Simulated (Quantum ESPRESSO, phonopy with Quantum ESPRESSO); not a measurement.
# Grüneisen parameters and expansion of BAs (F-43m), part 7 of 9

Wanted: mode Grüneisen parameters of BAs and a free-energy fit over volumes.

Measurements to reproduce:
- volume expansion coefficient 11.55 1e-6/K near room temperature (given in “Basic Physical Properties of Cubic Boron Arsenide (three times its linear coefficient)”, 2019, arxiv:1911.11281)
- volume expansion coefficient 10.8 1e-6/K near room temperature (given in “Thermal expansion coefficients of high thermal conducting BAs and BP materials (three times its linear coefficient)”, 2019, arxiv:1906.04101)

Quantum ESPRESSO 7.5; DFT PBE+D3(BJ), scalar-relativistic, plane waves, GBRV ultrasoft pseudopotentials.

So far. Step 14 (Phonons, V/V0 1.015): The time given is that of the 2 pw.x runs on displaced cells behind this step. Step 15 (Ground state at this cell, V/V0 0.985): The run ends at a pressure of 2.18 GPa.

## (17) Born charges and dielectric tensor

In a polar crystal the Born charges and ε∞ give the long-range dipole term that a finite supercell misses. They are those of this k-mesh and were not tested on a denser one; where the gap is small they converge slowly, and the LO modes with them.

The input, ph.in:

```
phonons
&INPUTPH
  prefix = 'x'
  outdir = './tmp'
  fildyn = 'x.dyn'
  tr2_ph = 1.0d-18
  epsil  = .true.
/
0.000000000 0.000000000 0.000000000
```

The input, scf.in:

```
&CONTROL
  calculation = 'scf'
  prefix      = 'x'
  outdir      = './tmp'
  pseudo_dir  = './pseudo'
  tprnfor     = .true.
  tstress     = .true.
/
&SYSTEM
  ibrav           = 0
  nat             = 2
  ntyp            = 2
  ecutwfc         = 40.0
  ecutrho         = 240.0
  occupations     = 'fixed'
  nbnd            = 6
  vdw_corr        = 'grimme-d3'
  dftd3_version   = 4
  dftd3_threebody = .false.
/
&ELECTRONS
  conv_thr         = 1.0d-12
  mixing_beta      = 0.7
  electron_maxstep = 100
/
ATOMIC_SPECIES
 B      10.8100  B.upf
 As     74.9216  As.upf
CELL_PARAMETERS angstrom
     0.000000000    2.375547951    2.375547951
     2.375547951    0.000000000    2.375547951
     2.375547951    2.375547951    0.000000000
ATOMIC_POSITIONS crystal
 B      0.000000000   0.000000000   0.000000000
 As     0.250000000   0.250000000   0.250000000
K_POINTS automatic
 12 12 12 0 0 0
```

Started as:

```
OMP_NUM_THREADS=1 mpirun -n 8 ph.x -nk 8 -in ph.in > ph.out
```

Log:

```text
[banner, memory and clock lines left out]
Program PHONON v.7.5

     ./tmp/x.save/

     IMPORTANT: XC functional enforced from input :
     Exchange-correlation= PBE
                           (   1   4   3   4   0   0   0)
     Any further DFT definition will be discarded
     Please, verify this is what you really want

     G-vector sticks info

     Reading collected, re-writing distributed wavefunctions in ./tmp/

     Number and degeneracy of irreps per q-point
       N         xq(1)         xq(2)         xq(3)   N irreps
[...]
freq (    1) =       0.282415 [THz] =       9.420360 [cm-1]
     freq (    2) =       0.282415 [THz] =       9.420360 [cm-1]
     freq (    3) =       0.282415 [THz] =       9.420360 [cm-1]
     freq (    4) =      21.277117 [THz] =     709.728213 [cm-1]
     freq (    5) =      21.277117 [THz] =     709.728213 [cm-1]
     freq (    6) =      21.277117 [THz] =     709.728213 [cm-1]
 **************************************************************************

     Mode symmetry, T_d (-43m)  point group:

     freq (   1-   3) =          9.4  [cm-1]   --> T_2  G_15 P_4   I+R
     freq (   4-   6) =        709.7  [cm-1]   --> T_2  G_15 P_4   I+R
```

Run time: 17 s. Hardware: 8 MPI ranks of Arm Neoverse V2, shared host.

ε∞:

```
9.71 0.00 0.00
0.00 9.71 0.00
0.00 0.00 9.71
```

The Born charges sum to zero within 0.0036 e; the rest is removed before use. Acoustic frequencies in this log differ from zero by the error of the sum rule, which ph.x does not impose.

## (18) Forces on a displaced cell

One atom (for the harmonic constants) or a pair of atoms (for the cubic ones) is moved by a few hundredths of an ångström; the forces on all atoms give a column of force constants. The threshold is tight because the forces are small.

System of this step: BAs. The cell holds 54 atoms: 27 B and 27 As. Its edges and angles: a = 10.079 Å, b = 10.079 Å, c = 10.079 Å, α = 60.0°, β = 60.0°, γ = 60.0°. It derives from BAs, repeated 3×3×3.

The input, disp-00001.in:

```
&CONTROL
  calculation = 'scf'
  prefix      = 'x'
  outdir      = './tmp'
  pseudo_dir  = './pseudo'
  tprnfor     = .true.
  disk_io     = 'none'
/
&SYSTEM
  ibrav           = 0
  nat             = 54
  ntyp            = 2
  ecutwfc         = 40.0
  ecutrho         = 240.0
  occupations     = 'fixed'
  nbnd            = 110
  vdw_corr        = 'grimme-d3'
  dftd3_version   = 4
  dftd3_threebody = .false.
/
&ELECTRONS
  conv_thr         = 1.0d-11
  mixing_beta      = 0.7
  electron_maxstep = 100
/
ATOMIC_SPECIES
 B      10.8100  B.upf
 As     74.9216  As.upf
CELL_PARAMETERS angstrom
     0.000000000    7.126643852    7.126643852
     7.126643852    0.000000000    7.126643852
     7.126643852    7.126643852    0.000000000
ATOMIC_POSITIONS crystal
 B      0.001984403   0.000000000   0.000000000
 B      0.333333333   0.000000000   0.000000000
 B      0.666666667   0.000000000   0.000000000
 B      0.000000000   0.333333333   0.000000000
 B      0.333333333   0.333333333   0.000000000
 B      0.666666667   0.333333333   0.000000000
 B      0.000000000   0.666666667   0.000000000
 B      0.333333333   0.666666667   0.000000000
 B      0.666666667   0.666666667   0.000000000
 B      0.000000000   0.000000000   0.333333333
 B      0.333333333   0.000000000   0.333333333
 B      0.666666667   0.000000000   0.333333333
 B      0.000000000   0.333333333   0.333333333
 B      0.333333333   0.333333333   0.333333333
 B      0.666666667   0.333333333   0.333333333
 B      0.000000000   0.666666667   0.333333333
 B      0.333333333   0.666666667   0.333333333
 B      0.666666667   0.666666667   0.333333333
 B      0.000000000   0.000000000   0.666666667
 B      0.333333333   0.000000000   0.666666667
 B      0.666666667   0.000000000   0.666666667
 B      0.000000000   0.333333333   0.666666667
 B      0.333333333   0.333333333   0.666666667
 B      0.666666667   0.333333333   0.666666667
 B      0.000000000   0.666666667   0.666666667
 B      0.333333333   0.666666667   0.666666667
 B      0.666666667   0.666666667   0.666666667
 As     0.083333333   0.083333333   0.083333333
 As     0.416666667   0.083333333   0.083333333
 As     0.750000000   0.083333333   0.083333333
 As     0.083333333   0.416666667   0.083333333
 As     0.416666667   0.416666667   0.083333333
 As     0.750000000   0.416666667   0.083333333
 As     0.083333333   0.750000000   0.083333333
 As     0.416666667   0.750000000   0.083333333
 As     0.750000000   0.750000000   0.083333333
 As     0.083333333   0.083333333   0.416666667
 As     0.416666667   0.083333333   0.416666667
 As     0.750000000   0.083333333   0.416666667
 As     0.083333333   0.416666667   0.416666667
 As     0.416666667   0.416666667   0.416666667
 As     0.750000000   0.416666667   0.416666667
 As     0.083333333   0.750000000   0.416666667
 As     0.416666667   0.750000000   0.416666667
 As     0.750000000   0.750000000   0.416666667
 As     0.083333333   0.083333333   0.750000000
 As     0.416666667   0.083333333   0.750000000
 As     0.750000000   0.083333333   0.750000000
 As     0.083333333   0.416666667   0.750000000
 As     0.416666667   0.416666667   0.750000000
 As     0.750000000   0.416666667   0.750000000
 As     0.083333333   0.750000000   0.750000000
 As     0.416666667   0.750000000   0.750000000
 As     0.750000000   0.750000000   0.750000000
K_POINTS automatic
 3 3 3 0 0 0
```

Started as:

```
OMP_NUM_THREADS=1 mpirun -n 4 pw.x -nk 4 -in disp-00001.in > disp-00001.out
```

Log:

```text
[banner, memory and clock lines left out]
Program PWSCF v.7.5

     Message from routine setup:
     using ibrav=0 with symmetry is DISCOURAGED, use correct ibrav instead

     G-vector sticks info

     bravais-lattice index     =            0
     lattice parameter (alat)  =      19.0458  a.u.
     unit-cell volume          =    4885.1934 (a.u.)^3
     number of atoms/cell      =           54
     number of atomic types    =            2
     number of electrons       =       216.00
[...]
atom    1 type  1   force =    -0.00036541   -0.00971654   -0.00971654
     atom    2 type  1   force =     0.00022895    0.00031737    0.00031737
     atom    3 type  1   force =    -0.00022524    0.00030208    0.00030208
[...]
atom   53 type  2   force =     0.00008243   -0.00001088   -0.00001088
     atom   54 type  2   force =    -0.00000004   -0.00002486   -0.00002486

     Total force =     0.016290     Total SCF correction =     0.000002
     Message from routine punch:
     Nothing written, as per user request (disk_io='none')
[key lines of the parts left out:]
!    total energy              =   -1261.29856093 Ry
convergence has been achieved in  17 iterations
```

It took 11 min on 4 MPI ranks.

## (19) Lattice dynamics at this volume, V/V0 0.985

This step: DFT PBE+D3(BJ), scalar-relativistic, plane waves, GBRV ultrasoft pseudopotentials (phonopy with Quantum ESPRESSO 4.10.0 / 7.5).

It took 12 min on 8 threads; 1.5 h of CPU time.

Phonopy, LO-TO term from ph.x's tensors. The phonon branches at the labelled points (cm⁻¹):

```tsv
point	branch 1	branch 2	branch 3	branch 4	branch 5	branch 6
Γ	0	0	0	710	710	714
halfway	150	150	236	678	678	732
X	188	188	324	638	638	744
halfway	188	208	316	638	641	740
U	186	245	295	640	650	731
jump to K	186	245	295	640	650	731
halfway	132	172	240	684	690	719
Γ	0	0	0	710	710	714
halfway	110	110	228	696	696	718
L	138	138	316	682	682	717
halfway	174	216	297	656	668	722
W	214	250	278	637	653	726
halfway	202	212	309	638	644	736
X	188	188	324	638	638	744
```

The phonon branches as a text plot (rows in cm⁻¹):

```
    728 |********************************************************
    697 |*****                  ******************
    666 |     ****         *****                  **********
    635 |         **********                           **********
    604 |
    573 |
    542 |
    511 |
    480 |
    449 |
    418 |
    387 |
    356 |
    325 |          ******                       *****         ***
    294 |         *      **                    *     ****  ***
    263 |       **         *****             **         ***
    232 |     **        *** **  *           *          *   **
    201 |    *     *******    ** **                  ************
    170 |       ***       ****  *          *        ***
    139 |  ** **              *******    **    ******
    108 |    *                   **         ***
     77 | ***                      ***  ****
     46 | *                          *  *
     15 |*                            **
         Γ           X  U|K            Γ         L        W     X
```

No mode is imaginary beyond numerical noise along the path. The highest zone-centre mode (no LO–TO term) moved by +1.5 % for a volume change of -1.5 %.

The time given is that of the 2 pw.x runs on displaced cells behind this step.

## (20) Self-consistent run, V/V0 1.03

A tight ground state at this cell gives the energy of this member; its pressure is the stress at this cutoff, which can carry an offset from the finite basis.

This step: DFT PBE+D3(BJ), scalar-relativistic, plane waves, GBRV ultrasoft pseudopotentials (Quantum ESPRESSO 7.5).

System of this step: BAs. It takes space group F-43m (No. 216, cubic). Conventional cell: a = 4.822 Å, b = 4.822 Å, c = 4.822 Å, α = 90.00°, β = 90.00°, γ = 90.00°. B has 4 As at 2.09 Å nearest. Nearest to As lie 4 B at 2.09 Å. Farther neighbours are not listed.

scf.in: that of step 17 with these lines changed.

```diff
@@ -29,5 +29,5 @@
 CELL_PARAMETERS angstrom
-     0.000000000    2.375547951    2.375547951
-     2.375547951    0.000000000    2.375547951
-     2.375547951    2.375547951    0.000000000
+     0.000000000    2.411186476    2.411186476
+     2.411186476    0.000000000    2.411186476
+     2.411186476    2.411186476    0.000000000
 ATOMIC_POSITIONS crystal
```

Started as:

```
OMP_NUM_THREADS=1 mpirun -n 8 pw.x -nk 8 -in scf.in > scf.out
```

Log:

```text
[banner, memory and clock lines left out]
Program PWSCF v.7.5

     Message from routine setup:
     using ibrav=0 with symmetry is DISCOURAGED, use correct ibrav instead

     G-vector sticks info

     bravais-lattice index     =            0
     lattice parameter (alat)  =       6.4438  a.u.
     unit-cell volume          =     189.1991 (a.u.)^3
     number of atoms/cell      =            2
     number of atomic types    =            2
     number of electrons       =         8.00
[...]
atom    2 type  2   force =    -0.00000000   -0.00000000    0.00000000

     Total force =     0.000000     Total SCF correction =     0.000000

     Computing stress (Cartesian axis) and pressure

          total   stress  (Ry/bohr**3)                   (kbar)     P=      -38.77
[...]
-0.00000000  -0.00026356  -0.00000000           -0.00      -38.77       -0.00
   0.00000000   0.00000000  -0.00026356            0.00        0.00      -38.77

     XML data file, charge density, pseudopotentials, collected wavefunctions
[key lines of the parts left out:]
!    total energy              =     -46.71432449 Ry
convergence has been achieved in  12 iterations
```

It took 2.1 s on 8 MPI ranks; 15 s of CPU time.

The run ends at a pressure of -3.88 GPa.

## (21) Ph1.030 field d3hess

The input, d3hess.in:

```
&INPUT
  prefix = 'x'
  outdir = './tmp'
  step   = 0.001
/
```

Started as:

```
d3hess.x -in d3hess.in > d3hess.out
```

Log:

```text
[banner, memory and clock lines left out]
Program d3hess v.7.5

     ./tmp/x.save/

     IMPORTANT: XC functional enforced from input :
     Exchange-correlation= PBE
                           (   1   4   3   4   0   0   0)
     Any further DFT definition will be discarded
     Please, verify this is what you really want

     G-vector sticks info

     Differentiation step:           0.001000000000
     DFT-D3 version:    4
     DFT-D3 threebody: F
     Using a general (and memory consuming) algorithm for any q

 |G(force)| =   9.9279300015555939E-003  supercell gradient
[...]
|H(unit cell)| =   1.2398962984463284E-006
[...]
|H(unit cell)| =   1.2398962984517531E-006
     Displacement step:    2   3  -1

 |G(force)| =   9.9287990842158620E-003  supercell gradient
 |G(force)| =   6.3003866740879470E-007  supercell gradient for atoms in the unit cell
 |G(force)| =   6.3003866740879470E-007  unit cell gradient
     Displacement step:    2   3   1

 |G(force)| =   9.9282892978777258E-003  supercell gradient
 |G(force)| =   6.1722237528773768E-007  supercell gradient for atoms in the unit cell
 |G(force)| =   6.1722237528773768E-007  unit cell gradient
 |H(unit cell)| =   1.2398962984590854E-006

     Writing Hessian on file: ./tmp/x.hess
```

The job ended after 2 s (1 thread).

## (22) Born charges and dielectric tensor

In a polar crystal the Born charges and ε∞ give the long-range dipole term that a finite supercell misses. They are those of this k-mesh and were not tested on a denser one; where the gap is small they converge slowly, and the LO modes with them.

ph.in is that of step 17.

scf.in is that of step 20.

Started as:

```
OMP_NUM_THREADS=1 mpirun -n 8 ph.x -nk 8 -in ph.in > ph.out
```

Log:

```text
[banner, memory and clock lines left out]
Program PHONON v.7.5

     ./tmp/x.save/

     IMPORTANT: XC functional enforced from input :
     Exchange-correlation= PBE
                           (   1   4   3   4   0   0   0)
     Any further DFT definition will be discarded
     Please, verify this is what you really want

     G-vector sticks info

     Reading collected, re-writing distributed wavefunctions in ./tmp/

     Number and degeneracy of irreps per q-point
       N         xq(1)         xq(2)         xq(3)   N irreps
[...]
freq (    1) =       0.393013 [THz] =      13.109501 [cm-1]
     freq (    2) =       0.393013 [THz] =      13.109501 [cm-1]
     freq (    3) =       0.393013 [THz] =      13.109501 [cm-1]
     freq (    4) =      20.339977 [THz] =     678.468601 [cm-1]
     freq (    5) =      20.339977 [THz] =     678.468601 [cm-1]
     freq (    6) =      20.339977 [THz] =     678.468601 [cm-1]
 **************************************************************************

     Mode symmetry, T_d (-43m)  point group:

     freq (   1-   3) =         13.1  [cm-1]   --> T_2  G_15 P_4   I+R
     freq (   4-   6) =        678.5  [cm-1]   --> T_2  G_15 P_4   I+R
```

The job ended after 19 s (8 MPI ranks).

The Born charges sum to zero within 0.0038 e; the rest is removed before use. Acoustic frequencies in this log differ from zero by the error of the sum rule, which ph.x does not impose.

## (23) A displaced supercell

One atom (for the harmonic constants) or a pair of atoms (for the cubic ones) is moved by a few hundredths of an ångström; the forces on all atoms give a column of force constants. The threshold is tight because the forces are small.

System of this step: BAs. The cell holds 54 atoms: 27 B and 27 As. Cell: a = 10.230 Å, b = 10.230 Å, c = 10.230 Å, α = 60.0°, β = 60.0°, γ = 60.0°. It derives from BAs, repeated 3×3×3.

disp-00001.in: that of step 18 with these lines changed.

```diff
@@ -29,7 +29,7 @@
 CELL_PARAMETERS angstrom
-     0.000000000    7.126643852    7.126643852
-     7.126643852    0.000000000    7.126643852
-     7.126643852    7.126643852    0.000000000
+     0.000000000    7.233559429    7.233559429
+     7.233559429    0.000000000    7.233559429
+     7.233559429    7.233559429    0.000000000
 ATOMIC_POSITIONS crystal
- B      0.001984403   0.000000000   0.000000000
+ B      0.001955073   0.000000000   0.000000000
  B      0.333333333   0.000000000   0.000000000
```

Started as:

```
OMP_NUM_THREADS=1 mpirun -n 4 pw.x -nk 4 -in disp-00001.in > disp-00001.out
```

Log:

```text
[banner, memory and clock lines left out]
Program PWSCF v.7.5

     Message from routine setup:
     using ibrav=0 with symmetry is DISCOURAGED, use correct ibrav instead

     G-vector sticks info

     bravais-lattice index     =            0
     lattice parameter (alat)  =      19.3315  a.u.
     unit-cell volume          =    5108.3749 (a.u.)^3
     number of atoms/cell      =           54
     number of atomic types    =            2
     number of electrons       =       216.00
[...]
atom    1 type  1   force =    -0.00032292   -0.00871740   -0.00871740
     atom    2 type  1   force =     0.00020379    0.00027470    0.00027470
     atom    3 type  1   force =    -0.00019940    0.00026084    0.00026084
[...]
atom   53 type  2   force =     0.00007526   -0.00000630   -0.00000630
     atom   54 type  2   force =     0.00000001   -0.00002399   -0.00002399

     Total force =     0.014529     Total SCF correction =     0.000001
     Message from routine punch:
     Nothing written, as per user request (disk_io='none')
[key lines of the parts left out:]
!    total energy              =   -1261.28465073 Ry
convergence has been achieved in  18 iterations
```

Wall time 13 min (4 MPI ranks).

## (24) Lattice dynamics at this volume, V/V0 1.03

This step: DFT PBE+D3(BJ), scalar-relativistic, plane waves, GBRV ultrasoft pseudopotentials (phonopy with Quantum ESPRESSO 4.10.0 / 7.5).

Elapsed: 13 min, on 8 threads.

Phonopy, LO-TO term from ph.x's tensors. The phonon branches at the labelled points (cm⁻¹):

```tsv
point	branch 1	branch 2	branch 3	branch 4	branch 5	branch 6
Γ	0	0	0	678	678	681
halfway	148	148	225	643	643	698
X	188	188	310	596	596	708
halfway	187	205	302	596	600	703
U	185	239	282	601	610	692
jump to K	185	239	282	601	610	692
halfway	131	167	230	650	656	682
Γ	0	0	0	678	678	681
halfway	110	110	217	662	662	684
L	138	138	300	646	646	680
halfway	173	211	284	618	632	682
W	209	246	265	595	618	685
halfway	199	209	295	595	605	698
X	188	188	310	596	596	708
```

The phonon branches as a text plot (rows in cm⁻¹):

```
    693 |********************************************************
    663 |*****                  ****************
    634 |     ****         *****                *********
    604 |         **********                          ***********
    575 |
    546 |
    516 |
    487 |
    457 |
    428 |
    398 |
    369 |
    339 |
    310 |          ******                        ****        ****
    280 |         *      **                    **    ****  **
    251 |       **        ******             **         ****
    221 |     **        **  **  *           *         **  ****
    192 |    *    **********  ** **                  * ***  *****
    162 |     ****          *****          *        ***
    133 |  ***                  *****    **  *******
    103 |                        ****      **
     74 | ***                      ***  ***
     44 | *                          *  *
     15 |*                            **
         Γ           X  U|K            Γ         L        W     X
```

No mode is imaginary beyond numerical noise along the path. The highest zone-centre mode (no LO–TO term) moved by -3.0 % for a volume change of +3.0 %.

The time given is that of the 2 pw.x runs on displaced cells behind this step.

[end of part 7 of 9]

[Logs are printed without paths, hosts, clocks, repeated set-up lines and the standing remarks that a program may print on its own settings, such as how far it seeks lower states.]

[Hosts, paths, dates, database ids (printed as entryN), source tags and the programs' standing remarks are cut or masked in the printed files.]

[A step with changed settings may run another functional than the one named; its input shows which.]

[Of the runs on displaced cells, only some may be shown.]
